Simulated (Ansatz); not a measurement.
# Starting-point dependence of the GW gap of MoS2 (P6_3/mmc)

Aim: G0W0 for MoS2 (P6_3/mmc) on several starting functionals, at one mesh, band count and screening cutoff.

Method: G0W0 on several functionals, plane waves, PAW, in Ansatz 0.2.0.

Most raw output is cut from this account.

The database entry behind the starting cell differs from later determinations by our own check (about 0.3 % long), so it need not match the best structure at ambient conditions.

In doubt: masses and optical values from hybrid runs of this build are listed as unsure (step 4), which bears on the screening that GW takes from such a start.

**1. Starting point**

The structure is hexagonal, space group P6_3/mmc (No. 194). The conventional cell has a = 3.169 Å, b = 3.169 Å, c = 12.324 Å, α = 90.00°, β = 90.00°, γ = 120.00°. Nearest to Mo lie 6 S at 2.41 Å. Nearest to S lie 3 Mo at 2.41 Å. Farther neighbours and most contacts between anions are not listed.

As a file:

```cif
data_structure
_symmetry_space_group_name_H-M 'P 1'
_symmetry_Int_Tables_number 1
_cell_length_a 3.1690
_cell_length_b 3.1690
_cell_length_c 12.3240
_cell_angle_alpha 90.000
_cell_angle_beta 90.000
_cell_angle_gamma 120.000
_cell_volume 107.18
loop_
_atom_site_label
_atom_site_type_symbol
_atom_site_fract_x
_atom_site_fract_y
_atom_site_fract_z
_atom_site_occupancy
Mo1 Mo 0.33333 0.66667 0.25000 1
Mo2 Mo 0.66667 0.33333 0.75000 1
S3 S 0.33333 0.66667 0.62300 1
S4 S 0.66667 0.33333 0.12300 1
S5 S 0.33333 0.66667 0.87700 1
S6 S 0.66667 0.33333 0.37700 1
```

The cell and positions come from the Crystallography Open Database and are kept as given unless a step says otherwise. The default PAW set here is soft_2. Its files were made with PBE.

**2. G0W0 on PBE**

Now the one-shot GW correction: screening in the RPA, then the self-energy of the levels asked for.

This step: G0W0 on PBE, plane waves, PAW.

File input.yaml:

```yaml
crystal:
  lattice:
    - [3.169, 0.0, 0.0]
    - [-1.5845, 2.7444345046, 0.0]
    - [0.0, 0.0, 12.324]
  atoms:
    - { symbol: Mo, position: [0.3333333333, 0.6666666667, 0.25] }
    - { symbol: Mo, position: [0.6666666667, 0.3333333333, 0.75] }
    - { symbol: S, position: [0.3333333333, 0.6666666667, 0.623] }
    - { symbol: S, position: [0.6666666667, 0.3333333333, 0.123] }
    - { symbol: S, position: [0.3333333333, 0.6666666667, 0.877] }
    - { symbol: S, position: [0.6666666667, 0.3333333333, 0.377] }
kpoints:
  mp_grid: { grid: [6, 6, 2] }
hamiltonian:
  xc: pbe
scf:
  occupations: { method: fixed }
gw:
  n_empty_bands: 848
  ecut_chi: 230.0
  qp_bands: [v2, c2]
  qp_kpoints: band_edges
  screening: { model: contour_deformation }
```

The run is started by

```bash
$ ansatz run input.yaml --threads 3 --pin off --max-ram 64512MiB --backend cuda --events-out ev --progress --plain --runs-dir out --devices 1 --max-vram 24GiB  # rebuilt from the run's record
```

The job ended after 39 s (1 × NVIDIA H100 80GB HBM3 (shared by 3 runs) with 3 threads of AMD EPYC 7R13 (Zen 3), shared host; peak memory 3.2 GiB).

Numbers from this step:

| Property | Result |
| --- | --- |
| bands summed | 874 |
| RPA ε∞ on this mesh (eigenvalues) | 6.224, 14.93, 14.93 |
| plane waves in the screening matrix | 835 |
| q-points in the mesh | 72 |
| G0W0 gap on the mesh | 1.264 eV |
| k of the valence top | 0, 0, 0 |
| k of the conduction bottom | 0.1667, 0.1667, 0 |
| starting gap on the mesh | 0.8857 eV |
| Z at the valence top | 0.7341 |
| Z at the conduction bottom | 0.7452 |
| least direct G0W0 gap on the computed points | 2.081 eV |

The gap on the mesh goes from 0.89 eV to 1.26 eV, a correction of +0.38 eV. Between the two edge states, bare exchange in place of the xc potential would open the gap by 4.75 eV, and correlation takes back 4.37 eV.

**3. G0W0 on r2SCAN**

The same correction from a different start measures what one shot leaves open.

This step: G0W0 on r2SCAN, plane waves, PAW.

input.yaml: that of step 2 with these lines changed.

```diff
@@ -15,3 +15,3 @@
 hamiltonian:
-  xc: pbe
+  xc: r2scan
 scf:
```

Elapsed: 53 s, on 1 × NVIDIA H100 80GB HBM3 (shared by 3 runs) with 3 threads; peak memory 3.6 GiB.

This step gave:

```yaml
bands_summed: 874
rpa_eps_infinity_on_this_mesh_eigenvalues: 5.768, 13.86, 13.86
plane_waves_in_the_screening_matrix: 835
q_points_in_the_mesh: 72
g0w0_gap_on_the_mesh: 1.334 eV
k_of_the_valence_top: 0, 0, 0
k_of_the_conduction_bottom: 0.1667, 0.1667, 0
starting_gap_on_the_mesh: 0.9903 eV
z_at_the_valence_top: 0.7416
z_at_the_conduction_bottom: 0.7520
least_direct_g0w0_gap_on_the_computed_points: 2.128 eV
```

Against the run with 6×6×2 mesh, 848 empty bands, screening to 230 eV on PBE, the gap moves by +0.07 eV, while the start moved by +0.10 eV.

**4. G0W0 on HSE06**

This step: G0W0 on HSE06, plane waves, PAW.

input.yaml: that of step 3 with these lines changed.

```diff
@@ -15,3 +15,3 @@
 hamiltonian:
-  xc: r2scan
+  xc: hse06
 scf:
```

Elapsed: 2.2 min, on 1 × NVIDIA H100 80GB HBM3 (shared by 3 runs) with 3 threads; peak memory 3.4 GiB; 3 min of CPU time.

This step gave:

```
bands summed                                 : 874
RPA ε∞ on this mesh (eigenvalues)            : 5.125, 11.83, 11.83
plane waves in the screening matrix          : 835
G0W0 gap on the mesh                         : 1.480 eV
k of the valence top                         : 0, 0, 0
k of the conduction bottom                   : 0.1667, 0.1667, 0
starting gap on the mesh                     : 1.444 eV
least direct G0W0 gap on the computed points : 2.233 eV
```

Against the run with 6×6×2 mesh, 848 empty bands, screening to 230 eV on r2SCAN, the gap moves by +0.15 eV, while the start moved by +0.45 eV.

**5. The starts together**

All on the 6×6×2 mesh with 848 empty bands and screening to 230 eV. Times are wall times on 1 × NVIDIA H100 80GB HBM3 (shared by 3 runs) with 3 threads of AMD EPYC 7R13 (Zen 3), shared host, good to a factor of about two.

```
 start  starting gap (eV)  shift (eV)  G0W0 gap (eV)  RPA ε∞ (harmonic mean)  Z (valence, conduction)     time
   PBE               0.89       +0.38           1.26                   10.18               0.73, 0.75     39 s
r2SCAN               0.99       +0.34           1.33                    9.44               0.74, 0.75     53 s
 HSE06               1.44       +0.04           1.48                    8.24               0.76, 0.77  2.2 min
```

How the two edges are built up, in eV (the quasiparticle level is the starting level plus Σx plus Σc less Vxc):

```
   run               edge  start      Σx     Σc     Vxc     Z     QP
   PBE        valence top  10.90  -19.74   0.33  -19.18  0.73  10.67
   PBE  conduction bottom  11.78  -13.37  -4.04  -17.56  0.75  11.93
r2SCAN        valence top  10.79  -19.84   0.37  -19.28  0.74  10.60
r2SCAN  conduction bottom  11.78  -13.46  -4.01  -17.63  0.75  11.94
 HSE06        valence top  10.52  -19.78   0.40  -19.31  0.76  10.45
 HSE06  conduction bottom  11.97  -13.13  -3.97  -17.06  0.77  11.93
```

For a hybrid start, Vxc holds its share of exact exchange.

**6. Summary of results**

| Quantity | Value |
| --- | --- |
| G0W0@PBE | 1.26 eV (start 0.89 eV) |
| G0W0@r2SCAN | 1.33 eV (start 0.99 eV) |
| G0W0@HSE06 | 1.48 eV (start 1.44 eV) |
| known limits | not at the basis limit; no spin-orbit coupling; coarse k mesh |

What this shows: The starting gaps span 0.56 eV and the G0W0 gaps 0.22 eV. Between PBE and HSE06, 0.22 eV of the 0.56 eV survives, 39 %. HSE06 screens less than PBE (ε∞ 8.24 against 10.18). Of the 0.22 eV by which its G0W0 gap is higher, the correlation part gives +0.001 eV, and exchange with the one-particle terms, which follow the orbitals, +0.22 eV. The smallest correction, +0.04 eV, is on HSE06, the start nearest to reproducing itself. Bands and cutoff are finite, so the gap is not at the basis limit. The miss can reach some tenths of an eV and take either sign; the mesh is an error of its own. The 6×6×2 mesh is coarse for this cell (its supercell is 19 Å along the shortest edge). The RPA ε∞ on it, from the PBE start, is 6.22 and 14.93; such meshes misread the long-range screening, most where the gap is narrow. The many-body steps are scalar-relativistic: spin-orbit coupling is not in them.

[Paths, hosts, dates, memory and timing lines, banners, echoed tables and standing remarks are left out of the program output.]

[Logs are printed without paths, hosts, clocks, repeated set-up lines and the standing remarks that a program may print on its own settings, such as how far it seeks lower states.]

[Runs of the session that timed out or met a known fault of the program may be left out.]

[Cells called generated may have been cut or substituted from an entry of the Crystallography Open Database or the Materials Project.]

[Hosts, paths, dates, database ids (printed as entryN), source tags and the programs' standing remarks are cut or masked in the printed files.]
